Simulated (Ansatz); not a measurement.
## Si3N4 (Fd-3m): a many-body input that goes wrong, and its mend

Aim: the G0W0 gap of Si3N4 (Fd-3m). The first input has a fault.

Method: G0W0 on PBE, plane waves, PAW, in Ansatz 0.2.0.

### Step 1. The starting structure

Symmetry: Fd-3m, No. 227, cubic system. Conventional cell: a = 7.787 Å, b = 7.787 Å, c = 7.787 Å, α = 90.00°, β = 90.00°, γ = 90.00°. Si has 6 N at 1.89 Å nearest. Nearest to Si lie 4 N at 1.79 Å. N has 4 Si at 1.79 to 1.89 Å nearest. Farther neighbours and most contacts between anions are not listed.

As a file:

```cif
data_structure
_symmetry_space_group_name_H-M 'Fd-3m:1'
_symmetry_Int_Tables_number 227
_cell_length_a 7.7874
_cell_length_b 7.7874
_cell_length_c 7.7874
_cell_angle_alpha 90.000
_cell_angle_beta 90.000
_cell_angle_gamma 90.000
_cell_volume 472.26
loop_
_atom_site_label
_atom_site_type_symbol
_atom_site_symmetry_multiplicity
_atom_site_Wyckoff_symbol
_atom_site_fract_x
_atom_site_fract_y
_atom_site_fract_z
_atom_site_occupancy
Si1 Si 16 d 0.37500 0.87500 0.12500 1
Si2 Si 8 a 0.25000 0.25000 0.25000 1
N1 N 32 e 0.36756 0.86756 0.36756 1
```

The cell and positions are those that the Materials Project relaxed with its own functionals (PBE, PBE+U or r2SCAN), kept fixed. This is not the form that Si3N4 usually takes at ambient conditions. The default PAW set here is soft_2. Its files were made with PBE.

### Step 2. First try

input.yaml

```yaml
crystal:
  lattice:
    - [0.0, 3.893718, 3.893718]
    - [3.893718, 0.0, 3.893718]
    - [3.893718, 3.893718, 0.0]
  atoms:
    - { symbol: Si, position: [0.125, 0.125, 0.625] }
    - { symbol: Si, position: [0.125, 0.625, 0.125] }
    - { symbol: Si, position: [0.625, 0.125, 0.125] }
    - { symbol: Si, position: [0.125, 0.125, 0.125] }
    - { symbol: Si, position: [0.75, 0.75, 0.75] }
    - { symbol: Si, position: [0.5, 0.5, 0.5] }
    - { symbol: "N", position: [0.367563, 0.367563, 0.367563] }
    - { symbol: "N", position: [0.352689, 0.882437, 0.882437] }
    - { symbol: "N", position: [0.882437, 0.882437, 0.352689] }
    - { symbol: "N", position: [0.882437, 0.352689, 0.882437] }
    - { symbol: "N", position: [0.367563, 0.367563, 0.897311] }
    - { symbol: "N", position: [0.367563, 0.897311, 0.367563] }
    - { symbol: "N", position: [0.882437, 0.882437, 0.882437] }
    - { symbol: "N", position: [0.897311, 0.367563, 0.367563] }
kpoints:
  mp_grid: { grid: [2, 2, 2] }
hamiltonian:
  xc: pbe
scf:
  occupations: { method: fixed }
gw:
  n_empty_bands: 191
  ecut_chi: 10
  qp_bands: [v4, c4]
  qp_kpoints: band_edges
  screening: { model: contour_deformation }
```

Run with:

```console
> ansatz run input.yaml --threads 24 --pin off --max-ram 82944MiB --backend cuda --events-out ev --progress --plain --runs-dir out --devices 1 --max-vram 78GiB
```

Numbers of over 12 decimals in the logs are rounded to 6 here.

What it wrote:

```text
GPUs: using 1 of 1 available (devices: 1).
Engine: ansatz 0.2.0, aarch64-unknown-linux-gnu
Pseudopotentials: kind: paw
Pseudopotential: Si, paw, valence charge 4, recommended cutoff 420 eV (normal), Si.paw.azcp
Pseudopotential: N, paw, valence charge 5, recommended cutoff 420 eV (normal), N.paw.azcp
Functional definition: PBE
  parameter kappa = 0.804
  parameter beta = 0.066725
  exchange = pbe_x(kappa = kappa, mu = beta*pi^2/3)
  correlation = pbe_c(beta = beta)
device memory: the entry about to start is reckoned to put 2.5 GiB on a device that reports 172.8 GiB free (of which the cap on the GPU budget leaves the run 78.0 GiB)
GPU FFT provider: cuFFT
GPU libraries: cuBLAS 13.8.1, cuFFT 12.4.0, cuSOLVER 12.3.2
GPU matrix products: emulated (plane waves: as basis.precision tells), large ones in fixed point in workspaces of 1.00 GiB
Crystal: 14 atoms, lattice volume = 118.066 Å³
Basis set: ecut = 420 eV, 2277 PW (Γ)
Bands: 46, of which v1, the nominal top of the filled ones, is band 32 counted from 1 (31 counted from 0)
Symmetry: 48 space group operations
Space group: Fd-3m (ITA 227), of the structure as read, at distance tolerance 4.9e-5 Å
k-points: 3 of 8
Non-local potential: Si, projectors of the file, l = 0: 2, l = 1: 2, l = 2: 2
Non-local potential: N, projectors of the file, l = 0: 2, l = 1: 2, l = 2: 1
PAW form: soft (Blöchl's): semilocal exchange-correlation on the pseudo side does not see the compensation charge
PAW one-centre angular grid: Si, 110 points (default); XC on 64 Gauss nodes
PAW one-centre angular grid: N, 110 points (default); XC on 64 Gauss nodes
Initial density: superposition of atomic densities (neutral atoms: chi_scale 0, normalization atom), corrected by the library's trained network
Initial wavefunctions: pseudopotential atomic-orbital guess
GPU buffer pool allocated for 64000 grid points (all kernels)
GPU transforms: local potential and band sums: pruned to the plane-wave sphere, on 40×40×40
Functional: x = pbe(κ = 0.804, μ = 0.219515), c = pbe(β = 0.066725)
SCF iter   1: F=—  HF=-6899.116205 eV  |F-HF|=—  |Δ(HF+E_count)|=         —  Δρ=4.00e-3  dr2=4.71e-2  ethr=1.77e-3  ⟨swp⟩=5.0  Hψ=572  notcnv=0  defer=34
preconditioner: auto → Resta (q_TF=auto, 2.464 Å⁻¹)  ε∞=4.3  [insulator: Δε(μ)=3.382 eV  Ē_g=15.015 eV  n_scr=26 (ndim 8)  ℏωp=27.3 eV  f_vac=0.000  ε∞_Penn≈4.3]
SCF iter   2: F=—  HF=-6899.103931 eV  |F-HF|=—  |Δ(HF+E_count)|=   1.23e-2  Δρ=1.78e-3  dr2=8.44e-3  ethr=7.36e-5  ⟨swp⟩=2.3  Hψ=219  notcnv=0  defer=34
SCF iter   3: F=—  HF=-6899.102997 eV  |F-HF|=—  |Δ(HF+E_count)|=   9.34e-4  Δρ=4.62e-4  dr2=1.90e-4  ethr=1.32e-5  ⟨swp⟩=2.7  Hψ=196  notcnv=0  defer=34
SCF iter   4: F=—  HF=-6899.103116 eV  |F-HF|=—  |Δ(HF+E_count)|=   1.19e-4  Δρ=1.53e-4  dr2=2.47e-5  ethr=2.98e-7  ⟨swp⟩=2.0  Hψ=199  notcnv=0  defer=33
SCF iter   5: F=—  HF=-6899.103122 eV  |F-HF|=—  |Δ(HF+E_count)|=   5.46e-6  Δρ=2.85e-5  dr2=1.02e-6  ethr=3.85e-8  ⟨swp⟩=2.0  Hψ=197  notcnv=0  defer=28
SCF iter   6: F=-6899.103122 eV  HF=-6899.103122 eV  |F-HF|=3.10e-8  |Δ(HF+E_count)|=   5.73e-7  Δρ=8.52e-6  dr2=5.55e-8  ethr=1.56e-10  ⟨swp⟩=18.7  Hψ=859  notcnv=0
SCF 1 converged in 6 iterations: F = -6899.103122 eV  dr2 = 5.55e-8
[...]
device memory: the entry about to start is reckoned to put 3.1 GiB on a device that reports 172.8 GiB free (of which the cap on the GPU budget leaves the run 78.0 GiB)
NSCF: frozen V_eff on 3 k-points
[...]
device memory: the entry about to start is reckoned to put 4.0 GiB on a device that reports 172.8 GiB free (of which the cap on the GPU budget leaves the run 78.0 GiB)
NSCF: frozen V_eff on 3 k-points
G₀W₀ screening: q 1/3
[... further progress lines ...]
device memory: the entry about to start is reckoned to put 0.7 GiB on a device that reports 172.7 GiB free (of which the cap on the GPU budget leaves the run 78.0 GiB)
NSCF: frozen V_eff on 1 k-points
device memory: the entry about to start is reckoned to put 0.7 GiB on a device that reports 172.7 GiB free (of which the cap on the GPU budget leaves the run 78.0 GiB)
NSCF: frozen V_eff on 1 k-points
SCF converged after 6 iterations
Free energy (F): -6899.103122 eV
Harris-Foulkes:  -6899.103122 eV  (|F-HF|=3.10e-8)
Internal energy: -6899.103122 eV  (E = F + TS)
E sigma→0 (E₀):  -6899.103122 eV
Fermi energy:    10.994721 eV
--- Per-component energies (eV) ---
  E_band       = 274.600003
  E_kinetic    = 1363.596012
  E_local      = -1487.141670  (includes V_loc(G=0)·N_el)
  E_nonlocal   = 500.920469
  E_hartree    = 494.412280
  E_xc         = -831.415453
  E_vxc        = -919.192435  (∫ρ·V_xc dr)
  E_paw        = -4098.634345  (= ΣΔE_a)
  E_vpaw       = -172.411687  (= ΣTr[D̂ρ^β])
  E_aug_tail   = 0.000858  (compensation charges beyond the density's cutoff)
  E_ewald      = -2840.841273
  E_smearing   = -0.000000  (= −TS)
  E_closure    = -0.000000  (closes the sum)
  Σ components = -6899.103122   (vs F -6899.103122, Δ=0.00e0)
--- Band table (eV) ---
  k-point 0: bands = [... 28 lower, 10.8786, 10.9947, 10.9947, 10.9947, 14.3288, 14.3288, 14.3288, 15.8727, ... 10 higher]
  k-point 1: bands = [... 28 lower, 10.5592, 10.5592, 10.6988, 10.6988, 15.9120, 16.7487, 16.7487, 17.2230, ... 10 higher]
  k-point 2: bands = [... 28 lower, 9.9299, 9.9299, 10.6074, 10.6074, 17.6131, 17.6131, 17.9486, 17.9486, ... 10 higher]
--- G₀W₀: contour deformation, 6 samples at zero and on the imaginary axis and 1 off it, 8 q-points, 191 empty bands' worth ---
  eigenvalues of the whole cell's RPA ε∞ on this k-mesh (on a slab, of 1 + 4πα/V) = 6.6054, 6.6054, 6.6054; static W/v taken at q = 0 is 0.151392
  bands read: the sum over 223 bands ends inside a degenerate multiplet in 2 slots, whose members it reads at an even weight; the widest, k=0: bands 223 to 225 (counted from 1) at 1/3 each
  gw.qp_kpoints: band_edges: 3 of 3 stored k-points solved, in 1 pass; an edge of the gap read off the rows below is read off those points alone
    ik  band        ε_KS         Σx   Σc(E_QP)       V_xc       Z   E_QP_lin       E_QP  E_QP is
     0    29     10.8786   -22.3093     3.5752   -18.2014  0.8544    10.3442    10.3460  root
     0    30     10.9947   -22.6872     3.5613   -18.6910  0.8556    10.5588    10.5599  root
     0    31     10.9947   -22.6872     3.5613   -18.6910  0.8556    10.5588    10.5599  root
     0    32     10.9947   -22.6872     3.5613   -18.6910  0.8556    10.5588    10.5599  root
     0    33     14.3288    -8.3335    -3.7081   -13.3464  0.8627    15.6430    15.6337  root
     0    34     14.3288    -8.3335    -3.7081   -13.3464  0.8627    15.6430    15.6337  root
     0    35     14.3288    -8.3335    -3.7081   -13.3464  0.8627    15.6430    15.6337  root
     0    36     15.8727    -9.1522    -3.9657   -14.8314  0.8616    17.6045    17.5862  root
     1    29     10.5592   -22.5148     3.5992   -18.4072  0.8543    10.0492    10.0507  root
     1    30     10.5592   -22.5148     3.5992   -18.4072  0.8543    10.0492    10.0507  root
     1    31     10.6988   -22.1945     3.5554   -18.1308  0.8543    10.1889    10.1905  root
     1    32     10.6988   -22.1945     3.5554   -18.1308  0.8543    10.1889    10.1905  root
     1    33     15.9120    -8.0496    -3.9674   -13.5381  0.8592    17.4482    17.4331  root
     1    34     16.7487    -7.1629    -4.0689   -12.6564  0.8563    18.1866    18.1733  root
[...]
2    32     10.6074   -22.0874     3.5625   -17.9687  0.8539    10.0494    10.0513  root
     2    33     17.6131    -7.8905    -4.2181   -13.7642  0.8538    19.2892    19.2687  root
     2    34     17.6131    -7.8905    -4.2181   -13.7642  0.8538    19.2892    19.2687  root
     2    35     17.9486    -8.9626    -4.0446   -14.6132  0.8524    19.5743    19.5546  root
     2    36     17.9486    -8.9626    -4.0446   -14.6132  0.8524    19.5743    19.5546  root
```

Run time: 1.3 s. Hardware: 1 × NVIDIA GB200 (shared by 2 runs) with 24 threads of Arm Neoverse V2, shared host; peak memory 1.2 GiB; 3.3 s of CPU time.

The column dr2 measures how far the density is from self-consistency, as an energy; F and HF (Harris–Foulkes) agree once it is small.

**Diagnosis.**

The run ended normally, though the input holds a fault or crude settings.

The fault: screening cutoff of 10 eV. Nearly all local fields and short-range correlation are left out.

It printed a gap of 5.07 eV, which is an artefact of the settings.

### Step 3. A better input

G0W0 replaces the xc potential by the self-energy, built once from these orbitals. Only a window of levels is corrected, while the sums run over the empty bands that the input names.

Edit input.yaml of step 2 so:

```diff
@@ -21,3 +21,3 @@
 kpoints:
-  mp_grid: { grid: [2, 2, 2] }
+  mp_grid: { grid: [4, 4, 4] }
 hamiltonian:
@@ -27,4 +27,4 @@
 gw:
-  n_empty_bands: 191
-  ecut_chi: 10
+  n_empty_bands: 252
+  ecut_chi: 96
   qp_bands: [v4, c4]
```

What it wrote:

```text
GPUs: using 1 of 1 available (devices: 1).
[...]
Crystal: 14 atoms, lattice volume = 118.066 Å³
Basis set: ecut = 420 eV, 2277 PW (Γ)
Bands: 46, of which v1, the nominal top of the filled ones, is band 32 counted from 1 (31 counted from 0)
[... 1 set-up line as in the run before ...]
[...]
k-points: 8 of 64
[...]
SCF iter   1: F=—  HF=-6899.811041 eV  |F-HF|=—  |Δ(HF+E_count)|=         —  Δρ=4.05e-3  dr2=3.40e-2  ethr=1.77e-3  ⟨swp⟩=5.0  Hψ=1515  notcnv=0  defer=92
[...]
SCF iter   6: F=-6899.797638 eV  HF=-6899.797638 eV  |F-HF|=6.68e-9  |Δ(HF+E_count)|=   2.91e-7  Δρ=4.17e-6  dr2=1.73e-8  ethr=1.56e-10  ⟨swp⟩=16.5  Hψ=2025  notcnv=0
SCF 1 converged in 6 iterations: F = -6899.797638 eV  dr2 = 1.73e-8
[...]
NSCF: frozen V_eff on 8 k-points
[...]
0    36     15.8599    -9.3723    -4.4759   -14.8602  0.8313    16.8775    16.8718  root
     1    29     10.4899   -22.0718     3.4595   -18.1059  0.8013     9.9818     9.9835  root
     1    30     10.5363   -21.9565     3.4747   -17.9704  0.8009    10.0233    10.0250  root
     1    31     10.8411   -22.3309     3.3728   -18.5069  0.8031    10.3886    10.3899  root
     1    32     10.8411   -22.3309     3.3728   -18.5069  0.8031    10.3886    10.3899  root
     1    33     15.0673    -8.5513    -4.2432   -13.5789  0.8346    15.8550    15.8517  root
     1    34     15.3235    -8.5549    -4.2318   -13.5674  0.8333    16.1075    16.1042  root
     1    35     15.3235    -8.5549    -4.2318   -13.5674  0.8333    16.1075    16.1042  root
[...]
7    33     17.6238    -8.0740    -4.6609   -13.6366  0.8204    18.5317    18.5256  root
     7    34     17.6238    -8.0740    -4.6609   -13.6366  0.8204    18.5317    18.5256  root
     7    35     18.1337    -8.3441    -4.8508   -14.2085  0.8169    19.1555    19.1472  root
     7    36     18.1337    -8.3441    -4.8508   -14.2085  0.8169    19.1555    19.1472  root
[key lines of the parts left out:]
SCF converged after 6 iterations
Free energy (F): -6899.797638 eV
Fermi energy:    10.952125 eV
```

Wall time 2.6 s (1 × NVIDIA GB200 (shared by 2 runs) with 24 threads); peak memory 1.4 GiB; 8.9 s of CPU time.

This step gave:

| Property | Result |
| --- | --- |
| bands summed | 284 |
| RPA ε∞ on this mesh (eigenvalues) | 5.138, 5.138, 5.138 |
| plane waves in the screening matrix | 259 |
| q-points in the mesh | 64 |
| G0W0 gap on the mesh | 4.520 eV |
| k of the valence top | 0, 0.25, -0.25 |
| k of the conduction bottom | 0, 0, 0 |
| starting gap on the mesh | 3.372 eV |
| Z at the valence top | 0.8032 |
| Z at the conduction bottom | 0.8369 |
| least direct G0W0 gap on the computed points | 4.540 eV |

The gap on the mesh goes from 3.37 eV to 4.52 eV, a correction of +1.15 eV. Between the two edge states, bare exchange in place of the xc potential would open the gap by 8.60 eV, and correlation takes back 7.45 eV.

### Step 4. Summary of results

```
first try  : converged after 1.3 s
better run : G0W0 gap on the mesh 4.52 eV (4×4×4 mesh, 252 empty bands, screening to 96 eV)
```

**Reading.** The second run differs in: mesh, empty bands and screening cutoff (eV). Bands and cutoff are finite, so the gap is not at the basis limit. The miss can reach some tenths of an eV and take either sign; the mesh is an error of its own.

[Paths, hosts, dates, memory and timing lines, banners, echoed tables and standing remarks are left out of the program output.]

[Logs are printed without paths, hosts, clocks, repeated set-up lines and the standing remarks that a program may print on its own settings, such as how far it seeks lower states.]

[Runs of the session that timed out or met a known fault of the program may be left out.]

[Cells called generated may have been cut or substituted from an entry of the Crystallography Open Database or the Materials Project.]

[Hosts, paths, dates, database ids (printed as entryN), source tags and the programs' standing remarks are cut or masked in the printed files.]
